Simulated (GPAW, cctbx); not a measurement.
# Bonding in Cd4SeS3 as X-rays see it

Question: by how much does bonding change the structure factors of Cd4SeS3?

The cell is our own: ordered zincblende alloy in the eight-atom cube, 1 of 4 S sites given to Se. All numbers below are calculated.

## Step 1: Relax the structure

The density hangs on the geometry, so cell and atoms are relaxed first, with the symmetry held. The cutoff is set higher than for the density because stress converges slowly with plane waves.

Settings: GPAW 26.7.0, PBE, 650 eV, 4×4×4 k-points, Fermi–Dirac width 0.02 eV, BFGS to 0.02 eV/Å.

```text
cell
1.0
     6.007500000    0.000000000    0.000000000
     0.000000000    6.007500000    0.000000000
     0.000000000    0.000000000    6.007500000
Se Cd S
1 4 3
Direct
0.000000000 0.000000000 0.000000000
0.250000000 0.250000000 0.250000000
0.250000000 0.750000000 0.750000000
0.750000000 0.250000000 0.750000000
0.750000000 0.750000000 0.250000000
0.000000000 0.500000000 0.500000000
0.500000000 0.000000000 0.500000000
0.500000000 0.500000000 0.000000000
```

```console
$ OMP_NUM_THREADS=1 mpirun -n 4 gpaw python run.py > gpaw.log
```

```text
BFGS:    0      -24.634657        0.522572
BFGS:    1      -24.649479        0.451585
BFGS:    2      -24.698588        0.066921
BFGS:    3      -24.699355        0.062195
BFGS:    4      -24.699592        0.057568
BFGS:    5      -24.700050        0.042130
BFGS:    6      -24.700530        0.033753
BFGS:    7      -24.700876        0.015708
cell  5.9849 5.9849 5.9849  90.00 90.00 90.00
volume 214.376 A^3, largest force 0.009 eV/A, largest stress 0.00 GPa
```

After 7 steps the volume has changed by -1.1 % and the energy by -0.066 eV; the largest stress left is 0.00 GPa. It took 4.9 min on 4 cores of Arm Neoverse N1 (shared host), peak memory 1.2 GiB.

Relaxed structure: P-43m (no. 215), a = 5.9849 Å, b = 5.9849 Å, c = 5.9849 Å, α = 90.00°, β = 90.00°, γ = 90.00°.

| atom | mult. | x | y | z |
| --- | --- | --- | --- | --- |
| Cd1 | 4 | 0.2561 | 0.2561 | 0.2561 |
| Se1 | 1 | 0 | 0 | 0 |
| S1 | 3 | 0 | 1/2 | 1/2 |

## Step 2: The all-electron density

X-rays see the whole electron density, so the PAW density is rebuilt with its core regions. Subtracting spherical free atoms from the same code cancels the cores and leaves the deformation density Δρ, the part due to bonding.

Settings: PBE, 600 eV, 4×4×4 k-points, Fermi–Dirac width 0.02 eV; primitive cell of 8 atoms.

```console
$ OMP_NUM_THREADS=1 mpirun -n 4 gpaw python run.py > gpaw.log
```

```text
|iter:   1|       0s |  -26.591620 | -0.45 |       |
|iter:   2|       4s |  -26.184617 | -1.84 | -1.12 |
|iter:   3|       7s |  -24.734028 | -1.14 | -1.17 |
...
|iter:   7|      23s |  -24.696606c| -5.34 | -3.20 |
|iter:   8|      26s |  -24.696619c| -6.36 | -3.64 |
|iter:   9|      30s |  -24.696620c| -7.50c| -4.54c|
```

```text
grid (70, 70, 70)  electrons 274.000  moved by bonding 1.870 e
deformation density beyond 0.5 A of the nuclei: max 0.138, min -0.076 e/A^3
atom        x       y       z   Voronoi charge  moment
Cd1    0.2561  0.2561  0.2561      0.351       0.00
Cd2    0.2561  0.7439  0.7439      0.351       0.00
Cd3    0.7439  0.2561  0.7439      0.351       0.00
Cd4    0.7439  0.7439  0.2561      0.351       0.00
Se5    0.0000  0.0000  0.0000     -0.315       0.00
S 6    0.0000  0.5000  0.5000     -0.363       0.00
S 7    0.5000  0.0000  0.5000     -0.363       0.00
S 8    0.5000  0.5000  0.0000     -0.363       0.00
mean inner potential of superposed free atoms 13.069 V
total magnetic moment 0.000 muB
```

Deformation density in a plane through the shortest contact of the Cd atom at the origin, in 0.01 e/Å³ (clipped at ±99); x from -1.6 to 4.2 Å, y from 2.4 down to -2.4 Å:

```text
  8   .   .  -5  -1   0   0   0   0   0   0   0   0  -1  -1  -1
  6  -1   .   3   2   1   0   0   0   0   0   0   0  -1  -1  -1
  4   4   9  10   5   1   0  -1   0   0   0   0   0   0   0  -1
  2   4   7   6   1  -1  -2  -1   0   0   1   1   2   1   0   0
  0   0  -1  -6  -7  -7  -4  -1   2   2  -1   1   3   3   1   0
 -1  -2  -6   2   .   2  -7   0   6   5  -4   .   0   1   1   0
 -2  -3  -4   .   .   .  -4   0   9   9   .   .   .  -1   0   0
 -1  -3  -6   0   .   1  -6   0   7   6  -1   .   3   2   1   0
 -1  -2  -3  -7  -5  -5  -4   0   3   4   4   9  10   6   2   0
  0  -1  -1  -2  -3  -3  -2  -1   1   2   4   6   6   2  -1  -2
  0   0  -1  -1  -1  -1  -1  -1   0   0   0   0  -6  -7  -7  -5
  0   0   0   0  -1  -1  -1  -1  -1  -1  -2  -6   1   .   2  -6
  0   0   0   0  -1  -1  -1  -1  -1  -2  -3  -5  -2   .   .  -3
```

Atoms in or within 0.15 Å of the plane: Cd (0.0, 0.0), Cd (3.5, -2.4), S (2.6, 0.0), S (-0.9, 2.4) Å. Dots mark points within about 0.45 Å of a nucleus; large values next to them are atomic features.

S gains most (-0.36 e) and Cd loses most (+0.35 e), as electronegativity suggests. Such charges fall far short of formal ones, since overlapping free atoms already put density on their neighbours. Along the shortest contact from the Cd atom at the map's origin, Cd–S at 2.57 Å, Δρ is +0.06 e/Å³ at the midpoint; the highest value on the line, +0.14, lies at the edge of the range, 0.5 Å from Cd, and is an atomic rather than a bond feature: a modest build-up. At the midpoints of other shortest contacts it is +0.06 (Cd–Se, 2.65 Å) e/Å³. Point values carry grid noise of about 0.01 e/Å³. The run needed 9 iterations, 46 s.

## Step 3: Structure factors

The Fourier components of Δρ, added to those of the free atoms, give the static X-ray structure factors; the Mott–Bethe relation turns them into the Fourier components V of the potential that fast electrons feel.

```text
static structure factors of the conventional cell: F in electrons, V (Mott-Bethe) in volts
   h  k  l      d  |F| table  |F| free   |F| DFT   change   |V| free  |V| DFT  change %
   0  1  0  5.9849    10.493    10.478    10.509    0.031     0.136    0.112    -17.3
   0  1  1  4.2320    17.298    17.293    17.247   -0.046     0.378    0.396      4.7
   1  1  1  3.4554   181.655   181.703   181.705    0.002     6.903    6.866     -0.5
   0  2  0  2.9925    98.586    98.456    97.685   -0.772     2.103    2.250      7.0
   0  2  1  2.6765    22.103    22.100    22.045   -0.055     0.494    0.502      1.7
   1  2  1  2.4433    19.522    19.511    19.462   -0.049     0.459    0.465      1.3
   0  2  2  2.1160   202.483   202.315   202.230   -0.085     6.755    6.763      0.1
   1  2  2  1.9950     9.632     9.615     9.602   -0.013     0.098    0.099      0.8
   0  3  0  1.9950    31.546    31.494    31.494    0.000     0.723    0.723     -0.0
   0  3  1  1.8926    14.234    14.203    14.187   -0.016     0.226    0.228      0.6
   1  3  1  1.8045   146.497   146.303   146.195   -0.108     4.280    4.291      0.2
   2  2  2  1.7277    82.818    82.596    83.099    0.503     1.642    1.610     -1.9
   0  3  2  1.6599     0.921     0.945     0.966    0.021     0.176    0.174     -0.7
   1  3  2  1.5995    17.648    17.601    17.624    0.023     0.347    0.346     -0.4
```

The largest X-ray change is -0.77 e on 020, 0.8 % of |F|. For electrons V goes as (Z − F)/g², so a change of F counts against Z − F, which is small at low angle and wherever the atoms' terms cancel: |V| of 010 moves by -17.3 % (0.14 to 0.11 V) against +0.3 % in |F|. The last three rows still change by up to 0.50 e; the table stops while the angles are still low. The tabulated Hartree–Fock atoms differ from the free DFT atoms by up to 0.22 e, so the choice of reference atom matters too.

## Step 4: Answer

Bonding moves 1.87 e in the primitive cell of Cd4SeS3 and changes the structure factors of the conventional cell in the table above by at most 0.77 e (020, 0.8 %). The shortest bond, Cd–S, has Δρ = +0.06 e/Å³ at its midpoint. Limits: static density, frozen cores, no spin–orbit coupling.

[Outputs are excerpts: Python notices, other lines and further rows are left out; steps that failed or that the build refused (PBEsol, TPSS) are not shown.]

[Logs are printed without paths, hosts, clocks, repeated set-up lines and the standing remarks that a program may print on its own settings, such as how far it seeks lower states.]
